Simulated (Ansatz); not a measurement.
# C on Rh(100): change of the work function, part 4 of 4

Aim: the work function of Rh(100) at several coverages of C (hollow site), and the dipole that each adsorbate carries.

Ansatz 0.2.0; plane-wave DFT, PBE, Ansatz PAW.

So far, work function, upper face (eV): step 2 (the clean slab) 5.08; step 3 (adsorbate added, k-mesh 6×6×1, coverage 0.25 ML) 5.36; step 4 (the covered slab, k-mesh 6×6×1, coverage 0.5 ML) 5.59; step 5 (adsorbate added, k-mesh 11×11×1, coverage 1 ML) 5.46; step 7 (the slab at 0.25 ML, atoms frozen) 5.36.

In doubt: Bader basins on short bonds can need a finer grid (step 11), which would bear on Bader charges.

## (8) The substrate of the 0.25 ML cell alone

System of this step: C/Rh(100), substrate alone, atoms held. The cell holds 16 atoms: 16 Rh. Cell: a = 5.374 Å, b = 5.374 Å, c = 24.769 Å, α = 90.0°, β = 90.0°, γ = 90.0°. Vacuum lies along c.

The second part, atoms unmoved.

The input, input.yaml:

```yaml
crystal:
  lattice:
    - [5.374011537, 0.0, 0.0]
    - [0.0, 5.374011537, 0.0]
    - [0.0, 0.0, 24.7687723643]
  atoms:
    - { symbol: Rh, position: [0.25, 0.25, 0.363360762] }
    - { symbol: Rh, position: [0.0, 0.0, 0.4400702562] }
    - { symbol: Rh, position: [0.25, 0.25, 0.5164665113] }
    - { symbol: Rh, position: [-0.0061811247, -0.0061811247, 0.5963304705] }
    - { symbol: Rh, position: [0.25, 0.75, 0.363360762] }
    - { symbol: Rh, position: [0.0, 0.5, 0.4400702562] }
    - { symbol: Rh, position: [0.25, 0.75, 0.51708155] }
    - { symbol: Rh, position: [-0.0061811247, 0.5061811247, 0.5963304705] }
    - { symbol: Rh, position: [0.75, 0.25, 0.363360762] }
    - { symbol: Rh, position: [0.5, 0.0, 0.4400702562] }
    - { symbol: Rh, position: [0.75, 0.25, 0.51708155] }
    - { symbol: Rh, position: [0.5061811247, -0.0061811247, 0.5963304705] }
    - { symbol: Rh, position: [0.75, 0.75, 0.363360762] }
    - { symbol: Rh, position: [0.5, 0.5, 0.4400702562] }
    - { symbol: Rh, position: [0.75, 0.75, 0.5172606559] }
    - { symbol: Rh, position: [0.5061811247, 0.5061811247, 0.5963304705] }
kpoints:
  mp_grid: { grid: [6, 6, 1] }
hamiltonian:
  xc: pbe
scf:
  occupations: { method: fermi_dirac, width: 0.1 }
  convergence: { dr2_threshold: 1.0e-08 }
efield:
  axis: 3
  dipole_correction: true
  ramp_position: 0.97
  ramp_width: 0.06
output:
  write_potential: true
  write_density: true
  volumetric_format: npy
```

Run with:

```
ansatz run input.yaml --threads 8 --pin off --max-ram 12288MiB --backend cpu --events-out ev --progress --plain --runs-dir out
```

Numbers of over 12 decimals in the logs are rounded to 6 here.

What it wrote:

```text
[...]
Crystal: 16 atoms, lattice volume = 715.322 Å³
Basis set: ecut = 420 eV, 13923 PW (Γ)
Bands: 164, of which v1, the nominal top of the filled ones, is band 136 counted from 1 (135 counted from 0)
Symmetry: 8 space group operations
[...]
k-points: 10 of 36
[...]
SCF iter   1: F=—  HF=-102437.622273 eV  |F-HF|=—  |Δ(HF+E_count)|=         —  Δρ=5.05e-3  dr2=6.94e-1  ethr=1.77e-3  p=-0.006 e·Å  D=-1.47e-3 V/Å  ΔV_dip=0.04 eV  dr2_dipole=2.88e-2  V_vac-E_F(+/−)=4.79/4.75 eV  ⟨swp⟩=7.9  Hψ=7048  notcnv=0  defer=34
[...]
SCF iter  10: F=-102437.607255 eV  HF=-102437.607255 eV  |F-HF|=2.26e-9  |Δ(HF+E_count)|=   4.70e-8  Δρ=4.69e-7  dr2=1.30e-9  ethr=3.68e-12  p=-0.001 e·Å  D=-1.87e-4 V/Å  ΔV_dip=0.00 eV  dr2_dipole=1.38e-11  V_vac-E_F(+/−)=5.06/5.05 eV  ⟨swp⟩=23.5  Hψ=5431  notcnv=0
[...]
SCF 1 converged in 10 iterations: F = -102437.607255 eV  dr2 = 1.30e-9
[...]
SCF converged after 10 iterations
Free energy (F): -102437.607255 eV
[...]
Internal energy: -102436.590056 eV  (E = F + TS)
E sigma→0 (E₀):  -102437.098655 eV
Entropy (-TS):   -1.017199 eV (-63.575 meV/atom)
Fermi energy:    3.384394 eV
Dipole field:    D = -0.000185 V/Å  (p = -0.000730 e·Å, saw-weighted, corrected)
Work function:   Φ+ = 5.0587 eV   Φ− = 5.0541 eV
[...]
--- Band table (eV; the first three rows and the last of 10) ---
  k-point 0: bands = [... 132 lower, 3.3995, 3.6692, 3.6742, 3.8137, 3.8142, 3.8293, 3.8293, 3.8676, ... 24 higher]
  k-point 1: bands = [... 132 lower, 3.5378, 3.5769, 3.5777, 3.5823, 3.6880, 3.6891, 3.7080, 3.7344, ... 24 higher]
  k-point 2: bands = [... 132 lower, 3.2949, 3.3305, 3.4218, 3.4438, 3.4712, 3.4862, 3.6376, 3.7453, ... 24 higher]
  k-point 9: bands = [... 132 lower, 2.4520, 2.4744, 2.4744, 2.6367, 2.9311, 2.9780, 2.9780, 3.0353, ... 24 higher]
```

Run time: 31 s. Hardware: 8 threads of Arm Neoverse V1, shared host; peak memory 4.1 GiB; 3.7 min of CPU time.

Numbers from this step:

```
energy at zero smearing   : -102437.0987 eV
work function, upper face : 5.059 eV
dipole along the normal   : -7.30e-4 e·Å
```

The work function of the upper face is 5.06 eV.

## (9) The adsorbate layer of the 0.25 ML cell alone

System of this step: C/Rh(100), adsorbate layer alone, atoms held. The cell holds 1 atom: 1 C. Its edges and angles: a = 5.374 Å, b = 5.374 Å, c = 24.769 Å, α = 90.0°, β = 90.0°, γ = 90.0°. Vacuum lies along c.

The third part; a free layer of atoms may carry a moment, so spin is on.

input.yaml, the sections that differ from step 8:

```yaml
crystal:
  lattice:
    - [5.374011537, 0.0, 0.0]
    - [0.0, 5.374011537, 0.0]
    - [0.0, 0.0, 24.7687723643]
  atoms:
    - { symbol: C, position: [0.25, 0.25, 0.6100877577], spin: 1.0 }
magnetization:
  spin_polarized: true
# kpoints, hamiltonian, scf, efield, output: as in step 8
```

What it wrote:

```text
[...]
Crystal: 1 atoms, lattice volume = 715.322 Å³
Basis set: ecut = 420 eV, 13923 PW (Γ)
Bands: 7, of which v1, the nominal top of the filled ones, is band 2 counted from 1 (1 counted from 0)
Symmetry: 8 space group operations
k-points: 10 of 36
[...]
Starting moments: Σ|m| = 1 μB on 1 of 1 site
[...]
SCF iter  25: F=—  HF=-243.134647 eV  |F-HF|=—  |Δ(HF+E_count)|=   3.99e-2  Δρ=4.36e-3 (↑4.36e-3 ↓3.04e-3)  dr2=1.66e-1  dr2_m=1.10e-2  M=2.000 μB ∫|m|=2.001 μB  β_m=1.20  ethr=6.82e-6  p=-0.000 e·Å  D=-1.14e-5 V/Å  ΔV_dip=0.00 eV  dr2_dipole=5.14e-10  V_vac-E_F(+/−)=5.79/5.79 eV  ⟨swp⟩=2.5  Hψ=215  notcnv=0
[...]
spin-set hold released at iteration 25 (site moments' squared step at or under half its running peak, from the soft ceiling on): the magnetisation degrees of freedom join the quasi-Newton model from the next iteration; the mixer history was flushed
SCF iter  26: F=—  HF=-243.108084 eV  |F-HF|=—  |Δ(HF+E_count)|=   2.66e-2  Δρ=2.47e-3 (↑2.28e-3 ↓2.47e-3)  dr2=7.42e-2  dr2_m=2.51e-4  M=2.000 μB ∫|m|=2.001 μB  β_m=1.20  ethr=6.82e-6  p=-0.000 e·Å  D=-6.57e-6 V/Å  ΔV_dip=0.00 eV  dr2_dipole=2.59e-10  V_vac-E_F(+/−)=5.79/5.79 eV  ⟨swp⟩=2.6  Hψ=339  notcnv=0  κ⁻¹=1.0e0(r=1)
density mixer auto → broyden: gapped, with few screened modes (density of states about μ 1.57 of a free-electron gas's, 8 screened modes)
SCF iter  27: F=—  HF=-243.108603 eV  |F-HF|=—  |Δ(HF+E_count)|=   5.19e-4  Δρ=8.37e-4 (↑2.10e-4 ↓8.37e-4)  dr2=1.71e-3  dr2_m=1.60e-3  M=2.000 μB ∫|m|=2.000 μB  β_m=1.20  ethr=6.82e-6  p=0.000 e·Å  D=5.37e-7 V/Å  ΔV_dip=-0.00 eV  dr2_dipole=2.59e-14  V_vac-E_F(+/−)=5.69/5.69 eV  ⟨swp⟩=2.8  Hψ=368  notcnv=0  κ⁻¹=1.5e-1(r=2)
[...]
SCF iter  44: F=-243.142884 eV  HF=-243.142884 eV  |F-HF|=1.25e-9  |Δ(HF+E_count)|=   2.38e-9  Δρ=1.40e-6 (↑1.40e-6 ↓1.08e-8)  dr2=6.70e-9  dr2_m=3.26e-9  M=2.000 μB ∫|m|=2.000 μB  ethr=2.50e-10  p=0.000 e·Å  D=5.76e-7 V/Å  ΔV_dip=-0.00 eV  dr2_dipole=5.36e-16  V_vac-E_F(+/−)=6.04/6.04 eV  ⟨swp⟩=3.0  Hψ=427  notcnv=0
SCF 1 converged in 44 iterations: F = -243.142884 eV  dr2 = 6.70e-9
[...]
this state was not tested for a lower state beside it, because the mixer in use, unlike msr1, does not test its closes by its own steps (another_mixer; see scf.mixing.algorithm and scf.lower_state_search)
SCF converged after 44 iterations
Magnetization: 2.0000 μB (3.0000 up, 1.0000 down)
Absolute magnetization: 2.0002 μB (∫|ρ↑−ρ↓|, with the PAW one-centre terms)
[...]
Per-site moments (μB) at R_I (Å): [(1.971707, 2.216780)]
Free energy (F): -243.142884 eV
[...]
Internal energy: -242.956131 eV  (E = F + TS)
E sigma→0 (E₀):  -243.049508 eV
Entropy (-TS):   -0.186753 eV (-186.753 meV/atom)
Fermi energy:    -5.875837 eV
Dipole field:    D = 0.000001 V/Å  (p = 0.000002 e·Å, saw-weighted, corrected)
Work function:   Φ+ = 6.0417 eV   Φ− = 6.0417 eV
[...]
--- Band table (eV; the first three rows and the last of 20) ---
[...]
```

The job ended after 5.3 s (8 threads; peak memory 0.99 GiB).

This step gave:

```
energy at zero smearing   : -243.0495 eV
total moment              : 2.000 μB
site moments              : 1.972 μB
work function, upper face : 6.042 eV
dipole along the normal   : 2.34e-6 e·Å
```

Site moment by atom:

```csv
atom,site moment (μB)
C1,1.97
```

The free layer carries a moment of 2.0 μB a cell.

## (10) Density difference at 0.25 ML

This step: plane-wave DFT, PBE, Ansatz PAW; density difference on adsorption (Ansatz 0.2.0).

The densities of the parts are taken from that of the whole and averaged over planes; the first moment of what is left gives the step in the potential.

This step gave:

| Property | Result |
| --- | --- |
| largest charge moved | -0.003801 e/Å² |
| potential step from the moved charge | 0.2941 eV |

Planar mean, whole system less its parts. Table of electron density difference by z:

```csv
z (Å),electron density difference (e/Å³)
6.0,3.1e-7
6.5,-4.0e-6
7.0,-2.2e-5
7.5,-7.2e-5
8.0,-7.1e-5
8.5,5.2e-4
9.0,-0.00118
9.5,5.6e-4
10.0,2.7e-4
10.5,-5.1e-4
11.0,2.3e-4
11.5,-5.4e-5
12.0,-8.3e-4
12.5,4.0e-4
13.0,0.00221
13.5,-0.00187
14.0,-0.00240
14.5,-0.00531
15.0,0.00627
15.5,0.00340
16.0,9.5e-5
16.5,-7.3e-4
17.0,-4.7e-4
17.5,-2.0e-4
18.0,-7.2e-5
18.5,-2.4e-5
19.0,-7.9e-6
19.5,-2.4e-6
20.0,-7.3e-7
```

The electrons moved below z oscillates, so the rows of the table below give means over windows of 2.89 Å about each position, cut where the curve ends. Its maxima inside the range that stand out by 2 % of the span (Å: e/Å²): 8.7: 1.5e-4, 10.2: 2.0e-4, 13.1: 0.00101, 16.0: 8.2e-4. Its minima: 9.1: -1.9e-4, 12.2: -3.6e-4, 14.7: -0.00380.

Planar mean, whole system less its parts. Electrons moved below z against z; means over each step:

```csv
z (Å),electrons moved below z (e/Å²)
4.33,1.7e-7
7.22,-1.5e-5
10.11,5.3e-5
13.00,-1.3e-4
15.89,-4.9e-4
18.78,1.9e-5
21.67,2.4e-7
```

## (11) The same run with other settings: scf.algorithm = "direct_min"

This step: plane-wave DFT, PBE, Ansatz PAW (Ansatz 0.2.0).

System of this step: Rh4C (C/Rh(100)). The cell holds 5 atoms: 4 Rh and 1 C. Cell: a = 2.687 Å, b = 2.687 Å, c = 24.769 Å, α = 90.0°, β = 90.0°, γ = 90.0°. Vacuum lies along c.

A run with a changed input: it repeats the earlier run at 1 ML with scf.algorithm to direct_min.

The input, input.yaml:

```yaml
crystal:
  lattice:
    - [2.6870057685, 0.0, 0.0]
    - [0.0, 2.6870057685, 0.0]
    - [0.0, 0.0, 24.7687723643]
  atoms:
    - { symbol: Rh, position: [0.5, 0.5, 0.363360762] }
    - { symbol: Rh, position: [0.0, 0.0, 0.4400702562] }
    - { symbol: Rh, position: [0.5, 0.5, 0.5182815114] }
    - { symbol: Rh, position: [0.0, 0.0, 0.5934868717] }
    - { symbol: C, position: [0.5, 0.5, 0.636639238] }
kpoints:
  mp_grid: { grid: [11, 11, 1] }
hamiltonian:
  xc: pbe
scf:
  occupations: { method: fermi_dirac, width: 0.1 }
  convergence: { dr2_threshold: 1.0e-08 }
  algorithm: direct_min
efield:
  axis: 3
  dipole_correction: true
  ramp_position: 0.97
  ramp_width: 0.06
relax:
  f_tol: 0.02
  max_steps: 60
  constraints: [{ sites: [0, 1] }]
output:
  bader: true
  write_potential: true
  write_density: true
  volumetric_format: npy
```

What it wrote:

```text
[...]
Crystal: 5 atoms, lattice volume = 178.831 Å³
Basis set: ecut = 420 eV, 3535 PW (Γ), exchange–correlation on 36×36×360 points (8 copies of the dense FFT grid, shifted against one another)
Bands: 44, of which v1, the nominal top of the filled ones, is band 36 counted from 1 (35 counted from 0)
Symmetry: 8 space group operations
[...]
k-points: 21 of 121
[...]
SCF iter   1: F=—  HF=-25858.294499 eV  |F-HF|=—  |Δ(HF+E_count)|=         —  Δρ=1.80e-2  dr2=7.82e0  ethr=1.77e-3  p=-0.031 e·Å  D=-3.16e-2 V/Å  ΔV_dip=0.78 eV  dr2_dipole=2.95e0  V_vac-E_F(+/−)=5.63/4.85 eV  ⟨swp⟩=8.4  Hψ=3643  notcnv=0
[...]
SCF iter   9: F=-25858.162030 eV  HF=-25858.162030 eV  |F-HF|=1.46e-11  |Δ(HF+E_count)|=  8.91e-10  Δρ=1.94e-7  dr2=9.41e-11  ethr=5.97e-12  p=-0.050 e·Å  D=-5.01e-2 V/Å  ΔV_dip=1.24 eV  dr2_dipole=7.00e-12  V_vac-E_F(+/−)=6.29/5.04 eV  ⟨swp⟩=3.9  Hψ=2239  notcnv=0
SCF 1 converged in 9 iterations: F = -25858.162030 eV  dr2 = 9.41e-11
  Residual-converged pass: ⟨swp⟩=7.4  Hψ=4885  notcnv=0  max |occ|·‖R‖ = 9.9e-9 eV (tolerance 1.0e-8 eV)  dr2=1.03e-10  dr2_onsite=7.05e-12  max |Δocc| = 2.3e-9
[...]
relax step   1: F+E_penalty+E_count = -25858.16202983 eV  Δ(F+E_penalty+E_count) = +0.000e0 eV  max|allowed force component| = 3.641e0 eV/Å  Δτ_max = 0.0000 Å  (9 SCF iters, accepted)
[...]
SCF iter   8: F=-25858.639376 eV  HF=-25858.639376 eV  |F-HF|=6.77e-10  |Δ(HF+E_count)|=   2.63e-9  Δρ=7.07e-7  dr2=7.49e-10  ethr=4.85e-11  p=-0.044 e·Å  D=-4.47e-2 V/Å  ΔV_dip=1.11 eV  dr2_dipole=7.65e-12  V_vac-E_F(+/−)=6.09/4.98 eV  ⟨swp⟩=3.3  Hψ=2181  notcnv=0
SCF 2 converged in 8 iterations: F = -25858.639376 eV  dr2 = 7.49e-10
[...]
relax step   2: F+E_penalty+E_count = -25858.63937599 eV  Δ(F+E_penalty+E_count) = -4.773e-1 eV  max|allowed force component| = 1.442e0 eV/Å  Δτ_max = 0.1946 Å  (8 SCF iters, accepted)
SCF iter   1: F=—  HF=-25858.894552 eV  |F-HF|=—  |Δ(HF+E_count)|=         —  Δρ=1.64e-2  dr2=7.59e-1  ethr=1.58e-2  p=-0.044 e·Å  D=-4.47e-2 V/Å  ΔV_dip=1.11 eV  dr2_dipole=2.10e-1  V_vac-E_F(+/−)=6.05/4.94 eV  ⟨swp⟩=3.1  Hψ=1990  notcnv=0
[...]
SCF iter   8: F=-25858.808052 eV  HF=-25858.808052 eV  |F-HF|=2.40e-9  |Δ(HF+E_count)|=   3.34e-8  Δρ=9.63e-7  dr2=2.59e-9  ethr=4.64e-10  p=-0.017 e·Å  D=-1.74e-2 V/Å  ΔV_dip=0.43 eV  dr2_dipole=6.91e-11  V_vac-E_F(+/−)=5.38/4.95 eV  ⟨swp⟩=2.6  Hψ=1763  notcnv=0
SCF 3 converged in 8 iterations: F = -25858.808052 eV  dr2 = 2.59e-9
[...]
relax step   3: F+E_penalty+E_count = -25858.80805184 eV  Δ(F+E_penalty+E_count) = -1.687e-1 eV  max|allowed force component| = 2.873e-1 eV/Å  Δτ_max = 0.1948 Å  (8 SCF iters, accepted)
[...]
relax step   4: F+E_penalty+E_count = -25858.81354686 eV  Δ(F+E_penalty+E_count) = -5.495e-3 eV  max|allowed force component| = 9.198e-2 eV/Å  Δτ_max = 0.0585 Å  (8 SCF iters, accepted)
SCF iter   1: F=—  HF=-25858.815062 eV  |F-HF|=—  |Δ(HF+E_count)|=         —  Δρ=1.72e-3  dr2=6.23e-3  ethr=1.87e-4  p=-0.020 e·Å  D=-2.06e-2 V/Å  ΔV_dip=0.51 eV  dr2_dipole=1.25e-3  V_vac-E_F(+/−)=5.47/4.96 eV  ⟨swp⟩=3.0  Hψ=2140  notcnv=0
[...]
SCF iter   6: F=-25858.814326 eV  HF=-25858.814326 eV  |F-HF|=3.64e-12  |Δ(HF+E_count)|=   1.04e-9  Δρ=2.54e-7  dr2=1.82e-10  ethr=2.44e-11  p=-0.020 e·Å  D=-2.03e-2 V/Å  ΔV_dip=0.50 eV  dr2_dipole=1.86e-12  V_vac-E_F(+/−)=5.46/4.96 eV  ⟨swp⟩=3.0  Hψ=1981  notcnv=0
SCF 5 converged in 6 iterations: F = -25858.814326 eV  dr2 = 1.82e-10
[...]
relax step   5: F+E_penalty+E_count = -25858.81432568 eV  Δ(F+E_penalty+E_count) = -7.788e-4 eV  max|allowed force component| = 5.543e-3 eV/Å  Δτ_max = 0.0210 Å  (6 SCF iters, accepted)
[...]
SCF converged after 6 iterations
Stability not checked: this state was not tested for a lower state beside it, because a direct minimisation reached the state, and no test of it is asked (direct_minimisation; see scf.lower_state_search)
Free energy (F): -25858.814326 eV
[...]
Internal energy: -25858.601658 eV  (E = F + TS)
E sigma→0 (E₀):  -25858.707992 eV
Entropy (-TS):   -0.212667 eV (-42.533 meV/atom)
Fermi energy:    3.930452 eV
Dipole field:    D = -0.020286 V/Å  (p = -0.020048 e·Å, saw-weighted, corrected)
Work function:   Φ+ = 5.4637 eV   Φ− = 4.9613 eV
[...]
--- Forces (eV/Å), atoms counted from 1 ---
  atom   1  Rh    -0.00000000     0.00000000     0.29684710
  atom   2  Rh     0.00000000     0.00000000    -0.30051987
  atom   3  Rh    -0.00000000     0.00000000    -0.00394361
  atom   4  Rh     0.00000000     0.00000000     0.00554342
  atom   5  C      0.00000000     0.00000000     0.00206919
  max |Σ_I F_I| component: 3.77e-6 eV/Å
--- Band table (eV; the first three rows and the last of 21) ---
  k-point 0: bands = [... 32 lower, 3.0175, 3.0175, 3.1269, 3.2351, 4.0804, 4.4116, 4.4116, 4.5162, ... 4 higher]
  k-point 1: bands = [... 32 lower, 2.6229, 2.7813, 3.4284, 3.5117, 3.8344, 4.0381, 4.3788, 4.5667, ... 4 higher]
  k-point 2: bands = [... 32 lower, 2.3956, 2.5340, 3.0554, 3.4046, 3.5595, 4.1875, 4.4359, 4.6250, ... 4 higher]
  k-point 20: bands = [... 32 lower, 3.8576, 4.0828, 4.4734, 4.5484, 4.8794, 5.0482, 5.2963, 8.5999, ... 4 higher]
--- Relaxed structure (5 steps of the walk, 5 accepted, 0 SCFs on fresh bases) ---
  F+E_penalty+E_count = -25858.81432568 eV   max|allowed force component| = 5.543e-3 eV/Å
  atoms:
    - { symbol: Rh, position: [0.5, 0.5, 0.363360762] }
    - { symbol: Rh, position: [0.0, 0.0, 0.4400702562] }
    - { symbol: Rh, position: [0.5, 0.5, 0.515844] }
    - { symbol: Rh, position: [0, 0.0, 0.604907] }
    - { symbol: C, position: [0.5, 0.5, 0.632353] }
--- Bader charges: 5 sites ---
  site symbol  charge [e]  shift [e]
     0     Rh     -0.0451     0.0001
     1     Rh      0.0666     0.0001
     2     Rh     -0.0118     0.0001
     3     Rh      0.4394     0.0057
     4      C     -0.4491     0.0057
  estimated error of the sums over rays = 5.9e-4 e
```

Wall time 70 s (8 threads); peak memory 0.88 GiB; 8.8 min of CPU time.

Relaxation path:

```csv
step,energy less that of the first step (eV),largest force component (eV/Å)
1,0.0000,3.6408
2,-0.4773,1.4418
3,-0.6460,0.2873
4,-0.6515,0.0920
5,-0.6523,0.0055
```

The run keeps the 8 symmetry operations that it works with, so distortions that break them were not tested.

The atoms that moved most (Å):

```csv
atom,dx,dy,dz,length
Rh4,0.000,0.000,0.283,0.283
C5,0.000,0.000,-0.106,0.106
Rh3,0.000,0.000,-0.060,0.060
```

The relaxed structure:

```xyz
5
Lattice="2.6870 0.0000 0.0000 0.0000 2.6870 0.0000 0.0000 0.0000 24.7688" Properties=species:S:1:pos:R:3
Rh    1.3435    1.3435    9.0000
Rh    0.0000    0.0000   10.9000
Rh    1.3435    1.3435   12.7768
Rh    0.0000    0.0000   14.9828
C     1.3435    1.3435   15.6626
```

Numbers from this step:

* energy at zero smearing: -25858.7080 eV
* work function, upper face: 5.464 eV
* work function, lower face: 4.961 eV
* dipole along the normal: -0.02005 e·Å
* step between the vacuum levels: 0.5025 eV

```csv
quantity,this run,earlier run,difference
"work function, upper face (eV)",5.464,5.463,3.2e-4
"work function, lower face (eV)",4.961,4.962,-2.6e-4
dipole along the normal (e·Å),-0.02005,-0.02002,-2.3e-5
```

Nothing in the table moves by 0.01 in its unit (for the dipole 0.5 % and 5e-5 e·Å). The run took 39 SCF cycles against 48.

First to last step the energy falls by 0.652 eV; the largest move, 0.28 Å, is that of Rh4.

## (12) Varying the input

System of this step: Rh(100). The cell holds 4 atoms: 4 Rh. Its edges and angles: a = 2.687 Å, b = 2.687 Å, c = 23.700 Å, α = 90.0°, β = 90.0°, γ = 90.0°. Vacuum lies along c.

An input spoilt on purpose, to show how the run answers: it repeats the earlier run at 0 ML with efield.amplitude to 0 and efield.dipole_correction from true to false, and scf.max_iter set to 75.

The input, input.yaml:

```yaml
crystal:
  lattice:
    - [2.6870057685, 0.0, 0.0]
    - [0.0, 2.6870057685, 0.0]
    - [0.0, 0.0, 23.7]
  atoms:
    - { symbol: Rh, position: [0.5, 0.5, 0.3797468354] }
    - { symbol: Rh, position: [0.0, 0.0, 0.4599156118] }
    - { symbol: Rh, position: [0.5, 0.5, 0.5400843882] }
    - { symbol: Rh, position: [0.0, 0.0, 0.6202531646] }
kpoints:
  mp_grid: { grid: [11, 11, 1] }
hamiltonian:
  xc: pbe
scf:
  occupations: { method: fermi_dirac, width: 0.1 }
  convergence: { dr2_threshold: 1.0e-08 }
  max_iter: 75
efield:
  axis: 3
  dipole_correction: false
  ramp_position: 0.97
  ramp_width: 0.06
  amplitude: 0
relax:
  f_tol: 0.02
  max_steps: 60
  constraints: [{ sites: [0, 1] }]
output:
  write_potential: true
  write_density: true
  volumetric_format: npy
```

What it wrote:

```text
Error: invalid value for `efield.amplitude`: is zero with dipole_correction: false — the section would apply nothing; set a non-zero amplitude, enable dipole_correction, or remove the block
```

Run time: 0.02 s. Hardware: 8 threads; peak memory 0.032 GiB.

The input was rejected at the start.

The program's message: “Error: invalid value for `efield.amplitude`: is zero with dipole_correction: false — the section would apply nothing; set a non-zero amplitude, enable dipole_correction, or remove the block”

The fault put into the input: a field block that applies nothing.

## (13) Outcome

| Property | Result |
| --- | --- |
| work function of the clean face | 5.08 eV |
| work function at 0.25 ML | 5.36 eV |
| work function at 0.5 ML | 5.59 eV |
| work function at 1 ML | 5.46 eV |
| dipole per adsorbate at 0.25 ML, positive end outwards | -0.23 D |
| step of the potential from the moved charge at 0.25 ML, upper less lower side, atoms held | 0.294 eV |

What this shows: C raises the work function of Rh(100) at the lowest coverage, by 0.28 eV: the adsorbate layer has its negative end outwards. The dipole per adsorbate falls from 0.23 to 0.10 D as the layer fills. Neighbouring dipoles depolarise each other, and heights and bonding change with coverage too. The slab has 4 layers, at the tabulated experimental lattice constant, one starting site was run, and quantum-size effects of a slab this thin can reach one or two tenths of an eV.

[Logs are printed without paths, hosts, clocks, repeated set-up lines and the standing remarks that a program may print on its own settings, such as how far it seeks lower states.]

[Hosts, paths, dates, database ids (printed as entryN), source tags and the programs' standing remarks are cut or masked in the printed files.]

[Maps of the electrostatic potential energy from Ansatz leave out the sawtooth potential of an applied field or a dipole correction, so their vacuum need not be flat; planar profiles and work functions include it.]
